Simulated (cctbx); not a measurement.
## Resonant diffraction in ErSnGeOs

Space group Cmcm (no. 63), a = 4.2520 Å, b = 17.4920 Å, c = 4.4400 Å, α = 90.00°, β = 90.00°, γ = 90.00°.

| atom | mult. | x | y | z | Ueq (Å²) |
| --- | --- | --- | --- | --- | --- |
| Os1 | 4 | 0 | 0.6825 | 3/4 | 0.0126 |
| Er1 | 4 | 0 | 0.8880 | 3/4 | 0.0119 |
| Sn1 | 4 | 0 | 0.5397 | 3/4 | 0.0141 |
| Ge1 | 4 | 1/2 | 0.7551 | 3/4 | 0.0146 |

The model was made for the exercise: a known structure type with other elements put in, its volume estimated, not relaxed; displacement parameters are assumed.

Calculated with cctbx: free-atom f′ and f″ from the Sasaki tables, no fine structure; amplitudes in electrons.

```csv
E (eV),F 1 1 1,F 0 2 1,F 0 4 2,F 1 1 0
7758,289.6,60.6,28.8,119.4
8108,284.1,67.0,22.2,124.6
8238,279.8,72.8,16.5,129.2
8298,276.1,78.1,11.6,133.3
8328,272.3,83.7,6.6,137.7
8343,268.6,89.3,2.7,142.0
8350,265.3,94.3,4.6,145.9
8354,261.8,99.7,9.2,150.1
8362,263.3,101.8,29.0,150.4
8366,267.4,95.4,27.4,145.5
8373,270.9,89.8,27.0,141.1
8388,274.8,83.8,27.5,136.4
8418,278.5,77.7,29.0,131.7
8508,283.0,70.0,31.9,125.7
8758,286.4,62.5,34.9,120.1
```

**Question.** Which edge is crossed, and why do the reflections move as they do?

The L3 edge of Er. The edge is at 8358 eV. f′ of Er falls from -12.0 e at 8238 eV to -19.0 e at 4 eV below it, and f″ steps from 3.71 to 10.56 e across it. Over that approach |F| changes by -6 % (1 1 1), +37 % (0 2 1), -44 % (0 4 2) and +16 % (1 1 0): a reflection falls where Er scatters in phase with the total and rises where it scatters against it; it hardly moves where the Er term is small or cancels by symmetry. Above the edge the larger f″ enters the imaginary part, where it can add to or cancel the other atoms' f″. The structure is centrosymmetric, so Friedel mates stay equal.

[Logs are printed without paths, hosts, clocks, repeated set-up lines and the standing remarks that a program may print on its own settings, such as how far it seeks lower states.]
